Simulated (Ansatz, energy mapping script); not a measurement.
# CoO: exchange against U, a fit and a prediction

The largest fitted coupling of CoO was obtained at several values of U. Fit a simple law to all rows but one, and predict the row left out.

Method: PBEsol+U; plane waves, U on orthogonalised atomic orbitals unless named otherwise, collinear spin, no spin–orbit coupling, in Ansatz 0.2.0.

## (1) Starting point

Symmetry: Fm-3m, No. 225, cubic system. Conventional cell: a = 4.263 Å, b = 4.263 Å, c = 4.263 Å, α = 90.00°, β = 90.00°, γ = 90.00°. Nearest to Co lie 6 O at 2.13 Å. O has 6 Co at 2.13 Å nearest. Farther neighbours and most contacts between anions are not listed.

Structure file:

```cif
data_structure
_symmetry_space_group_name_H-M 'Fm-3m'
_symmetry_Int_Tables_number 225
_cell_length_a 4.2630
_cell_length_b 4.2630
_cell_length_c 4.2630
_cell_angle_alpha 90.000
_cell_angle_beta 90.000
_cell_angle_gamma 90.000
_cell_volume 77.47
loop_
_atom_site_label
_atom_site_type_symbol
_atom_site_symmetry_multiplicity
_atom_site_Wyckoff_symbol
_atom_site_fract_x
_atom_site_fract_y
_atom_site_fract_z
_atom_site_occupancy
Co1 Co 4 a 0.00000 0.00000 0.00000 1
O1 O 4 b 0.50000 0.00000 0.00000 1
```

## (2) One run of the series

input.yaml reads:

```yaml
crystal:
  lattice:
    - [0.0, -2.1315, -2.1315]
    - [-2.1315, 0.0, -2.1315]
    - [2.1315, 2.1315, -4.263]
  atoms:
    - { symbol: Co, position: [0.5, 0.5, 0.5], spin: 3.0 }
    - { symbol: Co, position: [0.0, 0.0, 0.0], spin: -3.0 }
    - { symbol: O, position: [0.75, 0.75, 0.75] }
    - { symbol: O, position: [0.25, 0.25, 0.25] }
magnetization:
  spin_polarized: true
kpoints:
  mp_grid: { grid: [9, 9, 9] }
hamiltonian:
  xc: pbesol
  hubbard:
    sites:
      - { species: Co, l: d, u_eff: 1.16 }
      - { site: 0, l: d, u_eff: 1.16, starting_ns: [{ spin: up, occupation_matrix: co1_major }, { spin: down, occupation_matrix: co1_minor }] }
      - { site: 1, l: d, u_eff: 1.16, starting_ns: [{ spin: up, occupation_matrix: co1_minor }, { spin: down, occupation_matrix: co1_major }] }
    projectors: ortho-atomic
    occupation_matrices:
      co1_major:
        matrix:
          - [0.993, 0.0, 0.0, 0.0, 0.0]
          - [0.0, 0.998, 0.0, 0.0, 0.0]
          - [0.0, 0.0, 0.998, 0.0, 0.0]
          - [0.0, 0.0, 0.0, 0.993, 0.0]
          - [0.0, 0.0, 0.0, 0.0, 0.998]
      co1_minor:
        matrix:
          - [0.202, -0.058, -0.058, 0.0, -0.116]
          - [-0.058, 0.666, -0.27, -0.1, 0.27]
          - [-0.058, -0.27, 0.666, 0.1, 0.27]
          - [0.0, -0.1, 0.1, 0.202, 0.0]
          - [-0.116, 0.27, 0.27, 0.0, 0.666]
scf:
  occupations: { method: fermi_dirac, width: 0.05 }
output:
  eigenvalues: true
```

Started as:

```
$ ansatz run input.yaml --threads 4 --pin off --max-ram 8192MiB --backend cpu --events-out ev --progress --plain --runs-dir out
```

Numbers of over 12 decimals in the logs are rounded to 6 here.

Output:

```text
Warning: crystal.symmetry: narrowed to the stabiliser of the occupation matrices — unitary ops 12 → 4, anti-unitary 12 → 4; lowered by the specified shells (site 0, l: d), (site 1, l: d); largest admitted image defect 8.9e-16, smallest excluded 5.4e-1 — at a splitting's scale: the group the occupation matrices' own texture admits
Engine: ansatz 0.2.0, aarch64-unknown-linux-gnu
Pseudopotentials: kind: paw
[...]
k-point 1 ↑: bands = [... 19 lower, 11.6339, 11.8385, 12.8989, 13.0023, 14.0470, 15.0442, 15.6550, 15.7850, ... 5 higher]
  k-point 2 ↑: bands = [... 19 lower, 12.0508, 12.1904, 12.8196, 12.9671, 14.0237, 15.5510, 15.6442, 15.6901, ... 5 higher]
  k-point 204 ↓: bands = [... 19 lower, 12.1116, 12.1874, 12.6162, 13.1097, 14.4730, 15.4725, 15.6660, 20.9291, ... 5 higher]
Occupation matrices written to <dir>
[key lines of the parts left out:]
SCF converged after 14 iterations
Magnetization: 0.0000 μB (23.0000 up, 23.0000 down)
Free energy (F): -11303.898973 eV
Fermi energy:    13.699171 eV
```

Run time: 5.3 s. Hardware: 4 threads of Arm Neoverse V2, shared host; peak memory 0.64 GiB.

At each step 4 orders with opposed moments are measured from the parallel order and fitted to E = −Σ J e·e over ordered pairs of unit vectors. The series follows the Co–Co pairs, 4.26 Å apart in the run shown.

## (3) The series

| U (eV) | J (meV) | largest moment (μB) |
| --- | --- | --- |
| 1.16 | -13.4 | 2.54 |
| 2.31 | -10.9 | 2.57 |
| 3.85 | ? | ? |
| 4.9 | -6.72 | 2.62 |
| 7 | -4.4 | 2.66 |

Wanted: J at U = 3.85.

## (4) The fit

The simplest form of superexchange, t²/(U + Δ), with Δ an offset, makes 1/|J| a straight line in U. Fitted as straight lines, ln|J| holds these rows better than 1/|J|, so take it as an empirical form: ln|J| = a + b U.

| x | y | x − x̄ | y − ȳ | fit |
| --- | --- | --- | --- | --- |
| 1.16 | 2.595 | -2.68 | 0.503 | 2.604 |
| 2.31 | 2.389 | -1.53 | 0.296 | 2.385 |
| 4.9 | 1.905 | 1.06 | -0.188 | 1.891 |
| 7 | 1.482 | 3.16 | -0.611 | 1.491 |

With x̄ = 3.843 and ȳ = 2.093, least squares gives b = Σ(x − x̄)(y − ȳ)/Σ(x − x̄)² = -0.1905 and a = ȳ − b x̄ = 2.825. At x = 3.85 the line gives y = 2.091, so J = -8.10 meV.

## (5) Summary of results

| Property | Result |
| --- | --- |
| J predicted by the fit | -8.10 meV |
| J of the withheld step | -8.22 meV |

What this shows: The fit predicts -8.10 meV and the withheld step gave -8.22 meV, a miss of 0.12 meV. The line holds the rows used within 1 % of the largest J. J shrinks by a factor of 1.21 for each eV of U on average over this range. The orders cannot split some shells, so J is a sum: the value at 3.01 Å holds J(3.01) + 4 J(7.98). At 1 of 5 steps the fit of the energies is itself in doubt, for one or more of these reasons: some orders are gapless and others have a gap. The series was picked because its coupling changes steadily.

[Logs and program files are shortened in this print: banners, set-up blocks, solver, clock and traceback lines can be left out without a mark of their own.]

[Logs are printed without paths, hosts, clocks, repeated set-up lines and the standing remarks that a program may print on its own settings, such as how far it seeks lower states.]

[Hosts, paths, dates, database ids (printed as entryN), source tags and the programs' standing remarks are cut or masked in the printed files.]

[Where a cell is said to come from a database of computed structures, the database is the Materials Project.]
